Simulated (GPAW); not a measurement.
# Screening of a field by a 8-layer slab of Ca(100), part 2 of 2

How does a 8-layer slab of Ca(100) screen a perpendicular field?

GPAW 26.7.0; GPAW, PAW setups; slab in vacuum, relaxation (the session's first sound run).

So far. Step 5 (Field on): The dipole is now -0.208 e Å, against 0.0013 in the run without a field.

## Step 7: In a field (continued)

The electrostatic potential energy of an electron (without an applied field's), less the Fermi level, planar mean oscillates, so the rows of the table below give means over windows of 2.83 Å about each position, cut where the curve ends. Its maxima inside the range that stand out by 2 % of the span (Å: eV): 0.7: 3.40, 8.4: 1.22, 11.2: 1.02, 13.9: 0.875, 16.8: 0.805, 19.6: 0.561, 22.3: 0.325, 25.0: 0.102. Its minima: 7.0: -9.43, 9.7: -9.17, 12.7: -9.10, 15.4: -9.53, 18.2: -9.61, 21.0: -9.81, 23.7: -9.88, 26.4: -10.4.

Electrostatic potential energy of an electron (without an applied field's), less the Fermi level, planar mean against z; means over each step:

z (Å), electrostatic potential energy of an electron (without an applied field's), less the Fermi level, planar mean (eV) and a bar from the least value:
```
     1.42        3.4 ##############################
     4.25        3.0 ############################
     7.08       -2.8 ###
     9.91       -2.7 ####
    12.73       -2.9 ###
    15.57       -3.1 ##
    18.39       -3.2 ##
    21.23       -3.4 #
    24.05       -3.5 
    26.88       -3.6 
    29.71        2.0 ########################
    32.55        2.2 #########################
```

## Step 8: Field on

run.py

```python
import json
import numpy as np
from ase import Atoms
from gpaw import GPAW, PW
from gpaw.external import ConstantElectricField

slab = Atoms(
    ['Ca', 'Ca', 'Ca', 'Ca', 'Ca', 'Ca', 'Ca', 'Ca'],
    positions=[
        [1.97283, 1.97283, 7.00000],
        [0.00000, 0.00000, 9.79000],
        [1.97283, 1.97283, 12.58000],
        [0.00000, 0.00000, 15.37000],
        [1.97283, 1.97283, 18.17920],
        [-0.00000, 0.00000, 20.95510],
        [1.97283, 1.97283, 23.69232],
        [0.00000, -0.00000, 26.37378]],
    cell=[[3.94566, 0.0, 0.0], [0.0, 3.94566, 0.0], [0.0, 0.0, 33.53]],
    pbc=[True, True, False])

slab.calc = GPAW(mode=PW(400), xc='PBE', kpts={'size': (8, 8, 1), 'gamma': True},
                 occupations={'name': 'fermi-dirac', 'width': 0.1}, nbands='160%',
                 convergence={'density': 1e-05}, maxiter=200,
                 poissonsolver={'dipolelayer': 'xy'},
                 external=ConstantElectricField(0.1, [0, 0, 1]),
                 symmetry={'tolerance': 1e-3}, txt='slab.txt')
result = {}
energy = slab.get_potential_energy()
fermi = slab.calc.get_fermi_level()
v = slab.calc.get_electrostatic_potential().mean((0, 1)) - fermi
n = slab.calc.get_pseudo_density().mean((0, 1))
L = slab.cell[2, 2]
z = np.arange(len(v)) * L / len(v)
low, high = slab.positions[:, 2].min(), slab.positions[:, 2].max()
below, above = np.interp([low - 4.8, high + 4.8], z, v)
slopes = [np.interp(x, z, np.gradient(v, z)) for x in (low - 4.8, high + 4.8)]
eps = np.array([[slab.calc.get_eigenvalues(k, s) for k in range(len(slab.calc.get_ibz_k_points()))]
                for s in range(slab.calc.get_number_of_spins())]) - fermi
top, bottom = eps[eps < 0].max(), eps[eps > 0].min()
dipole = slab.get_dipole_moment()[2]
print(f'energy {energy:.4f} eV, Fermi level {fermi:.4f} eV, dipole {dipole:.5f} e A')
print(f'potential 4.8 A off the faces, from the Fermi level: lower {below:.4f} eV, upper {above:.4f} eV')
print(f'slope of the potential there: lower {slopes[0]:.5f}, upper {slopes[1]:.5f} eV/A')
print(f'nearest levels on the mesh: {top:.4f} and {bottom:.4f} eV')
print('magnetic moment', round(slab.get_magnetic_moment(), 3))
result.update(energy=energy, fermi=fermi, dipole=dipole, below=below, above=above, slopes=slopes, edges=[top, bottom],
              z=z.tolist(), v=v.tolist(), n=n.tolist(), positions=slab.positions.tolist(),
              forces=slab.get_forces(apply_constraint=False).tolist(), moments=slab.get_magnetic_moments().tolist())
json.dump(result, open('result.json', 'w'))
```

Command:

```console
OMP_NUM_THREADS=1 OPENBLAS_NUM_THREADS=1 python run.py
```

It took 12 min on 1 thread of Arm Neoverse V2, shared host; peak memory 0.67 GiB.

The electrostatic potential energy of an electron (without an applied field's), less the Fermi level, planar mean oscillates, so the rows of the table below give means over windows of 2.83 Å about each position, cut where the curve ends. Its maxima inside the range that stand out by 2 % of the span (Å: eV): 0.7: 4.02, 8.4: 1.64, 11.2: 1.30, 13.9: 1.02, 16.8: 0.805, 19.6: 0.420, 22.3: 0.0480, 25.0: -0.311. Its minima: 7.0: -8.95, 9.7: -8.82, 12.7: -8.89, 15.4: -9.46, 18.2: -9.68, 21.0: -10.0, 23.7: -10.2, 26.4: -10.8.

Electrostatic potential energy of an electron (without an applied field's), less the Fermi level, planar mean against z; means over each step:

| z (Å) | electrostatic potential energy of an electron (without an applied field's), less the Fermi level, planar mean (eV) |
| --- | --- |
| 1.42 | 3.94 |
| 4.25 | 3.61 |
| 7.08 | -2.35 |
| 9.91 | -2.40 |
| 12.73 | -2.70 |
| 15.57 | -2.99 |
| 18.39 | -3.29 |
| 21.23 | -3.59 |
| 24.05 | -3.90 |
| 26.88 | -4.08 |
| 29.71 | 1.45 |
| 32.55 | 1.62 |

The dipole is now 0.211 e Å, against 0.0013 in the run without a field.

## Step 9: Field on

Edit run.py of step 8 so:

```diff
@@ -24,3 +24,3 @@
                  poissonsolver={'dipolelayer': 'xy'},
-                 external=ConstantElectricField(0.1, [0, 0, 1]),
+                 external=ConstantElectricField(0.2, [0, 0, 1]),
                  symmetry={'tolerance': 1e-3}, txt='slab.txt')
```

Run time: 11 min. Hardware: 1 thread; peak memory 0.67 GiB.

The dipole is now 0.420 e Å, against 0.0013 in the run without a field.

## Step 10: In a field

Edit run.py of step 9 so:

```diff
@@ -24,3 +24,3 @@
                  poissonsolver={'dipolelayer': 'xy'},
-                 external=ConstantElectricField(0.2, [0, 0, 1]),
+                 external=ConstantElectricField(0.3, [0, 0, 1]),
                  symmetry={'tolerance': 1e-3}, txt='slab.txt')
```

It took 13 min on 1 thread; peak memory 0.67 GiB.

The dipole is now 0.630 e Å, against 0.0013 in the run without a field.

## Step 11: The series

The members are put on one axis.

This step: induced dipole against applied field (GPAW 26.7.0).

The dipole along the normal by field:

| field (V/Å) | dipole along the normal (e·Å) |
| --- | --- |
| -0.200 | -0.418 |
| -0.100 | -0.208 |
| -0.050 | -0.103 |
| 0.000 | 0.00132 |
| 0.050 | 0.106 |
| 0.100 | 0.211 |
| 0.200 | 0.420 |
| 0.300 | 0.630 |

## Step 12: Results

```yaml
work_function_upper_and_lower_face: 2.772 and 2.787 eV
dipole_along_the_normal: 0.00132 e Å
induced_dipole_per_field: 2.10 e Å per V/Å
out_of_plane_polarisability_per_area_alpha_eps_0_a: 24.4 Å
```

**Reading.** The field induces 2.10 e Å per V/Å, a polarisable thickness α/(ε0 A) of 24.4 Å beside 19.4 Å between the outermost nuclei. A perfect conductor would give the distance between its two image planes; a dielectric of thickness t gives t(1 - 1/ε). The measured value for polycrystalline Ca, which weights the faces of low work function, is 2.87 eV (as compiled in "Anisotropic work function of elemental crystals", 2019, arxiv:1902.07811); the relaxed upper face lies 0.098 eV under it with PBE. Measured work functions scatter by a tenth of an eV or more between methods. The induced dipole is linear in the field over this range. The small printed dipole stands for a step of -15 meV from the lower to the upper face, and the probes find -14 meV; values this small are near the numerical noise of both. The in-plane lattice was kept as typed, which isn't the functional's own and leaves some strain; spin-orbit coupling and temperature are left out.

[Logs are printed without paths, hosts, clocks, repeated set-up lines and the standing remarks that a program may print on its own settings, such as how far it seeks lower states.]

[Hosts, paths, dates, database ids (printed as entryN), source tags and the programs' standing remarks are cut or masked in the printed files.]
